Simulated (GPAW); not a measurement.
# Geometry or basis: what sets the conductance of BN in line between two Ir chains, part 2 of 2

How well does BN in line between two Ir chains conduct once its atoms have relaxed, and how much do cheaper levels lose?

GPAW 26.7.0; GPAW LCAO, PAW setups; relaxation of the junction within the symmetry of its start, lead ends held (the session's first sound run).

So far, transmission at the Fermi level (one spin): step 3 (double-zeta polarised basis) 1.52; step 4 (basis szp(dzp)) 1.52.

## (5) GPAW, sz: basis = "sz(dzp)"

Level of this step: GPAW LCAO, PAW setups; Landauer transmission from Green's functions with principal layers (ASE), zero bias (GPAW).

The minimal basis is the cheapest rung: no second zeta and no polarisation.

run.py

```python
import json
import numpy as np
from ase import Atoms
from ase.transport.calculators import TransportCalculator
from gpaw import GPAW, FermiDirac
from gpaw.lcao.tools import get_lcao_hamiltonian
from scipy.linalg import eigh

# The junction with lead layers at both ends, along the third cell vector
device = Atoms(
    ['Ir', 'Ir', 'Ir', 'Ir', 'Ir', 'Ir', 'Ir', 'Ir', 'B', 'N', 'Ir', 'Ir', 'Ir', 'Ir', 'Ir', 'Ir', 'Ir', 'Ir'],
    positions=[
        [4.50000, 4.50000, 1.15000],
        [4.50000, 4.50000, 3.45000],
        [4.50000, 4.50000, 5.75000],
        [4.50000, 4.50000, 8.05000],
        [4.50000, 4.50000, 10.35000],
        [4.50000, 4.50000, 12.65000],
        [4.50000, 4.50000, 14.95000],
        [4.50000, 4.50000, 17.22956],
        [4.50000, 4.50000, 19.13853],
        [4.50000, 4.50000, 20.45319],
        [4.50000, 4.50000, 22.24786],
        [4.50000, 4.50000, 24.47500],
        [4.50000, 4.50000, 26.77500],
        [4.50000, 4.50000, 29.07500],
        [4.50000, 4.50000, 31.37500],
        [4.50000, 4.50000, 33.67500],
        [4.50000, 4.50000, 35.97500],
        [4.50000, 4.50000, 38.27500]],
    cell=[[9.0, 0.0, 0.0], [0.0, 9.0, 0.0], [0.0, 0.0, 39.425]],
    pbc=True)

# One principal layer of the lead: the first 5 atoms of the device
lead = Atoms(
    ['Ir', 'Ir', 'Ir', 'Ir', 'Ir'],
    positions=[
        [4.50000, 4.50000, 1.15000],
        [4.50000, 4.50000, 3.45000],
        [4.50000, 4.50000, 5.75000],
        [4.50000, 4.50000, 8.05000],
        [4.50000, 4.50000, 10.35000]],
    cell=[[9.0, 0.0, 0.0], [0.0, 9.0, 0.0], [0.0, 0.0, 11.5]],
    pbc=True)

settings = dict(mode='lcao', basis='sz(dzp)', xc='PBE', h=0.18,
                occupations=FermiDirac(0.1), maxiter=250,
                mixer=dict(beta=0.1, nmaxold=8, weight=100.0),
                convergence=dict(density=0.0001))
energies = np.arange(-2, 2 + 1e-9, 0.025)
eta = 0.0001
n1, n2 = 1, 1
# k and -k transmit alike, so half of the mesh across the current serves
mesh = [(i, j) for i in range(n1) for j in range(n2) if (i, j) <= (-i % n1, -j % n2)]
weights = np.array([1 if (i, j) == (-i % n1, -j % n2) else 2 for i, j in mesh]) / (n1 * n2)

# [... helper functions left out ...]
fermi_lead = ground_state(lead, (1, 1, 10), 'lead.txt')
fermi_device = ground_state(device, (1, 1, 2), 'device.txt')
# [... loop over the mesh left out, but for ...]
        # Shift the lead onto the potential of the device's first layer
        shift = ((H[:, 0, 0] - H0[:, 0, 0]) / S0[0, 0]).real.mean()
# [...]
kT = 8.617333e-5 * 300
bias = [0.1, 0.2, 0.5, 1.0, 1.5, 2.0]
# [... integrals and printing left out ...]
```

Launch:

```console
$ OMP_NUM_THREADS=1 OPENBLAS_NUM_THREADS=1 python run.py
```

What it wrote:

```text
basis functions: device 200, principal layer 60
Fermi level: lead -3.6007 eV, device -3.7163 eV; lead shifted by -0.0081 eV
largest coupling past the next layer 1.47e-06 eV, largest misfit of the first layer 0.053 eV
  E-E_F (eV)   T (one spin)  [channel counts left out]
    -2.000    1.1717e+00
    -1.975    1.1722e+00
    -1.950    1.1728e+00
[...]
1.975    5.9861e-02
     2.000    5.9911e-02
conductance at 300 K: 1.5597 G0 a cell; thermopower -1.081 uV/K
current from the zero-bias T(E) at 0.1 V: 12.08 uA
current from the zero-bias T(E) at 0.2 V: 24.137 uA
current from the zero-bias T(E) at 0.5 V: 59.937 uA
current from the zero-bias T(E) at 1.0 V: 117.51 uA
current from the zero-bias T(E) at 1.5 V: 172.15 uA
current from the zero-bias T(E) at 2.0 V: 224.09 uA
```

Wall time 3.2 min (1 thread of Arm Neoverse V1, shared host); peak memory 2 GiB.

This step gave:

```
conductance                                    : 1.560 G₀
largest coupling past the next principal layer : 1.47e-6 eV
largest misfit of the first principal layer    : 0.05256 eV
shift that aligns the lead                     : -0.008058 eV
basis functions of the junction                : 200
basis functions of a principal layer           : 60
transmission at the Fermi level (one spin)     : 1.561
```

One spin. The transmission, zone mean by energy, zero at the Fermi level:

```
energy (eV)  transmission, zone mean
     -2.000                     1.17
     -1.900                     1.17
     -1.800                     1.18
     -1.700                     1.18
     -1.600                     1.19
     -1.500                     1.20
     -1.400                     1.21
     -1.300                     1.22
     -1.200                     1.22
     -1.100                     1.23
     -1.000                     1.24
     -0.900                     1.25
     -0.800                     1.27
     -0.700                     1.30
     -0.600                     1.33
     -0.500                     1.37
     -0.400                     1.41
     -0.300                     1.45
     -0.200                     1.49
     -0.100                     1.53
      0.000                     1.56
      0.100                     1.58
      0.150                     1.58
      0.200                     1.58
      0.300                     1.57
      0.400                     1.55
      0.500                     1.53
      0.600                     1.51
      0.700                     1.48
      0.800                     1.43
      0.900                     1.41
      1.000                     1.40
      1.100                     1.40
      1.200                     1.40
      1.300                     1.39
      1.400                     1.38
      1.500                     1.35
      1.600                     1.30
      1.700                     1.22
      1.800                     1.06
      1.900                    0.535
      2.000                   0.0599
```

The conductance, 1.56 G₀, lies 2.5 % above that of the dzp run.

## (6) revPBE in the dzp basis: xc = "revPBE"

Back in the dzp basis, the functional changes from PBE to revPBE, to set the spread between functionals beside that between bases.

Edit run.py of step 5 so:

```diff
@@ -45,3 +45,3 @@
 
-settings = dict(mode='lcao', basis='sz(dzp)', xc='PBE', h=0.18,
+settings = dict(mode='lcao', basis='dzp', xc='revPBE', h=0.18,
                 occupations=FermiDirac(0.1), maxiter=250,
```

What it wrote:

```text
basis functions: device 458, principal layer 135
Fermi level: lead -3.7956 eV, device -3.8618 eV; lead shifted by 0.0038 eV
largest coupling past the next layer 1.47e-06 eV, largest misfit of the first layer 0.111 eV
  E-E_F (eV)   T (one spin)  [channel counts left out]
    -2.000    1.1683e+00
    -1.975    1.1628e+00
    -1.950    1.1615e+00
[...]
1.975    5.9620e-02
     2.000    5.9506e-02
conductance at 300 K: 1.5188 G0 a cell; thermopower -0.8604 uV/K
current from the zero-bias T(E) at 0.1 V: 11.765 uA
current from the zero-bias T(E) at 0.2 V: 23.514 uA
current from the zero-bias T(E) at 0.5 V: 58.504 uA
current from the zero-bias T(E) at 1.0 V: 115.14 uA
current from the zero-bias T(E) at 1.5 V: 169.17 uA
current from the zero-bias T(E) at 2.0 V: 220.92 uA
```

It took 6.6 min on 1 thread; peak memory 2.2 GiB.

This step gave:

* conductance: 1.519 G₀
* largest misfit of the first principal layer: 0.1107 eV
* shift that aligns the lead: 0.003771 eV
* basis functions of the junction: 458
* basis functions of a principal layer: 135
* transmission at the Fermi level (one spin): 1.520

One spin. Table of transmission, zone mean by energy, zero at the Fermi level:

| energy (eV) | transmission, zone mean |
| --- | --- |
| -2.000 | 1.17 |
| -1.900 | 1.16 |
| -1.800 | 1.16 |
| -1.700 | 1.17 |
| -1.600 | 1.18 |
| -1.500 | 1.19 |
| -1.400 | 1.20 |
| -1.300 | 1.22 |
| -1.200 | 1.23 |
| -1.100 | 1.24 |
| -1.000 | 1.25 |
| -0.900 | 1.27 |
| -0.800 | 1.29 |
| -0.700 | 1.31 |
| -0.600 | 1.34 |
| -0.500 | 1.37 |
| -0.400 | 1.40 |
| -0.300 | 1.44 |
| -0.200 | 1.47 |
| -0.100 | 1.50 |
| 0.000 | 1.52 |
| 0.100 | 1.53 |
| 0.175 | 1.54 |
| 0.200 | 1.54 |
| 0.300 | 1.53 |
| 0.400 | 1.51 |
| 0.500 | 1.49 |
| 0.600 | 1.46 |
| 0.700 | 1.44 |
| 0.800 | 1.42 |
| 0.900 | 1.38 |
| 1.000 | 1.37 |
| 1.100 | 1.36 |
| 1.200 | 1.36 |
| 1.300 | 1.36 |
| 1.400 | 1.35 |
| 1.500 | 1.33 |
| 1.600 | 1.29 |
| 1.700 | 1.20 |
| 1.800 | 1.02 |
| 1.900 | 0.536 |
| 2.000 | 0.0595 |

The conductance equals that of the dzp run to 0.2 %.

## (7) Without the relaxation: geometry = "as built"

The dzp basis with PBE on the structure as first built shows what the relaxation was worth.

Edit run.py of step 6 so:

```diff
@@ -19,6 +19,6 @@
         [4.50000, 4.50000, 14.95000],
-        [4.50000, 4.50000, 17.22956],
-        [4.50000, 4.50000, 19.13853],
-        [4.50000, 4.50000, 20.45319],
-        [4.50000, 4.50000, 22.24786],
+        [4.50000, 4.50000, 17.25000],
+        [4.50000, 4.50000, 19.16060],
+        [4.50000, 4.50000, 20.44060],
+        [4.50000, 4.50000, 22.17500],
         [4.50000, 4.50000, 24.47500],
@@ -45,3 +45,3 @@
 
-settings = dict(mode='lcao', basis='dzp', xc='revPBE', h=0.18,
+settings = dict(mode='lcao', basis='dzp', xc='PBE', h=0.18,
                 occupations=FermiDirac(0.1), maxiter=250,
```

What it wrote:

```text
basis functions: device 458, principal layer 135
Fermi level: lead -3.8819 eV, device -3.9504 eV; lead shifted by 0.0025 eV
largest coupling past the next layer 1.48e-06 eV, largest misfit of the first layer 0.110 eV
  E-E_F (eV)   T (one spin)  channels
    -2.000    9.8799e-01    4.0000
    -1.975    9.9597e-01    4.0000
    -1.950    1.0045e+00    4.0000
[...]
1.975    5.0341e-02    1.0000
     2.000    5.0218e-02    1.0000
conductance at 300 K: 1.6472 G0 a cell; thermopower -0.732 uV/K
current from the zero-bias T(E) at 0.1 V: 12.759 uA
current from the zero-bias T(E) at 0.2 V: 25.502 uA
current from the zero-bias T(E) at 0.5 V: 63.466 uA
current from the zero-bias T(E) at 1.0 V: 124.92 uA
current from the zero-bias T(E) at 1.5 V: 183.51 uA
current from the zero-bias T(E) at 2.0 V: 239.19 uA
```

Wall time 6.8 min (1 thread); peak memory 2.2 GiB.

This step gave:

```yaml
conductance: 1.647 G₀
largest_coupling_past_the_next_principal_layer: 1.48e-6 eV
largest_misfit_of_the_first_principal_layer: 0.1096 eV
shift_that_aligns_the_lead: 0.002491 eV
transmission_at_the_fermi_level_one_spin: 1.648
```

The conductance, 1.65 G₀, lies 8.2 % above that of the dzp run.

## (8) Cost and result by level

Times are for 1 thread of Arm Neoverse V1, shared host. The series side by side:

```
no.         run  conductance (G₀)     time  memory (GiB)
  1         dzp             1.522  6.6 min           2.2
  2         szp             1.516  4.1 min           2.1
  3          sz             1.560  3.2 min           2.0
  4  dzp revPBE             1.519  6.6 min           2.2
  5     asbuilt             1.647  6.8 min           2.2
```

## (9) The levels side by side

The curves are compared point by point over the common energies.

This step: comparison of transmission and cost over codes, levels and geometry (GPAW 26.7.0).

Ladder, by row:

```
      step  code  T at the Fermi level (sum over the listed spins)  conductance (G0)  r.m.s. T(E) from the first  wall time (s)  peak memory (GiB)  threads
       dzp  GPAW                                             1.523             1.522                           0          397.7               2.17        1
       szp  GPAW                                             1.518             1.516                     0.04149          246.8               2.08        1
        sz  GPAW                                             1.561              1.56                     0.02784          190.6               2.01        1
dzp-revPBE  GPAW                                              1.52             1.519                    0.004838          397.9               2.17        1
   asbuilt  GPAW                                             1.648             1.647                      0.1024          405.5               2.17        1
```

The transmission, zone mean, sum over the listed spins by energy, zero at the Fermi level:

```csv
energy (eV),dzp,szp,sz,dzp-revPBE,asbuilt
-2.000,1.16,1.15,1.17,1.17,0.988
-1.800,1.16,1.16,1.18,1.16,1.06
-1.600,1.17,1.17,1.19,1.18,1.13
-1.400,1.20,1.19,1.21,1.20,1.20
-1.200,1.22,1.21,1.22,1.23,1.27
-1.000,1.25,1.23,1.24,1.25,1.34
-0.800,1.28,1.25,1.27,1.29,1.40
-0.600,1.33,1.30,1.33,1.34,1.46
-0.400,1.40,1.38,1.41,1.40,1.53
-0.200,1.47,1.46,1.49,1.47,1.60
0.000,1.52,1.52,1.56,1.52,1.65
0.125,1.54,1.53,1.58,1.54,1.66
0.150,1.54,1.53,1.58,1.54,1.66
0.175,1.54,1.53,1.58,1.54,1.66
0.200,1.54,1.53,1.58,1.54,1.66
0.400,1.51,1.49,1.55,1.51,1.63
0.600,1.46,1.43,1.51,1.46,1.58
0.800,1.42,1.36,1.43,1.42,1.53
1.000,1.37,1.33,1.40,1.37,1.47
1.200,1.36,1.31,1.40,1.36,1.43
1.400,1.35,1.28,1.38,1.35,1.38
1.600,1.29,1.20,1.30,1.29,1.25
1.800,1.03,1.00,1.06,1.02,0.877
2.000,0.0575,0.0552,0.0599,0.0595,0.0502
```

## (10) A varied run

One more run, with changed settings.

This step: GPAW LCAO, PAW setups; Landauer transmission from Green's functions with principal layers (ASE), zero bias (GPAW 26.7.0).

Edit run.py of step 7 so:

```diff
@@ -19,6 +19,6 @@
         [4.50000, 4.50000, 14.95000],
-        [4.50000, 4.50000, 17.25000],
-        [4.50000, 4.50000, 19.16060],
-        [4.50000, 4.50000, 20.44060],
-        [4.50000, 4.50000, 22.17500],
+        [4.50000, 4.50000, 17.22956],
+        [4.50000, 4.50000, 19.13853],
+        [4.50000, 4.50000, 20.45319],
+        [4.50000, 4.50000, 22.24786],
         [4.50000, 4.50000, 24.47500],
@@ -46,4 +46,4 @@
 settings = dict(mode='lcao', basis='dzp', xc='PBE', h=0.18,
-                occupations=FermiDirac(0.1), maxiter=250,
-                mixer=dict(beta=0.1, nmaxold=8, weight=100.0),
+                occupations=FermiDirac(0.1), maxiter=75,
+                mixer=dict(beta=1.0, nmaxold=1, weight=1.0),
                 convergence=dict(density=0.0001))
```

What it wrote:

```text
gpaw.KohnShamConvergenceError
```

Elapsed: 3.4 min, on 1 thread; peak memory 0.57 GiB.

The run stopped without converging, so none of its numbers is a property of the system.

The fault put into the input: mixing far too strong, under a cap of 75 iterations, which ended the run (beta = 1.0, nmaxold = 1 and weight = 1.0).

## (11) Summary of results

```
conductance                                        : 1.52 G₀
transmission at the Fermi level, mean of the spins : 1.52
open channels of the lead there                    : 6
```

**Reading.** In the dzp basis the junction conducts 1.52 G₀ at 300 K, with T = 1.52 a spin at the Fermi level; the sz basis reaches that conductance within 10 %. Relaxation moved atoms by up to 0.073 Å and took the conductance from 1.65 to 1.52 G₀, as a ratio a larger change than the step from dzp to the minimal basis. The scatterer reflects about 75 % of the incoming channels at the Fermi level. At the Fermi level the three most open eigenchannels pass 0.69, 0.69 and 0.14. Measured against the first run (dzp), the nearest curve is that of dzp-revPBE (r.m.s. 0.0048) and the farthest that of asbuilt (0.10). Over the compared runs wall time goes from 191 s (sz) to 405 s (asbuilt), on a shared host. The leads kept an estimated spacing and the cell its length, so the junction may be under some tension or compression. The geometry comes from the orbital basis, which tends to overbind, and kept the symmetry of the start, so a structure of lower symmetry may lie lower. The run had no spin polarisation, so a magnetic state, which chains and small molecules with open shells often have, wasn't tested. Spin-orbit coupling is left out, which matters for the heavy atoms here. An evenly spaced straight chain is an idealisation: free chains tend to dimerise, zigzag or, where a band edge lies near the Fermi level, turn magnetic. The currents use the zero-bias T(E) throughout, which holds only while the bias is small against the distance to the nearest feature. The thermopower isn't quoted: it samples T(E) farther from the Fermi level than the conductance does, and the energy grid wasn't tested for it.

[Logs are printed without paths, hosts, clocks, repeated set-up lines and the standing remarks that a program may print on its own settings, such as how far it seeks lower states.]

[Hosts, paths, dates, database ids (printed as entryN), source tags and the programs' standing remarks are cut or masked in the printed files.]
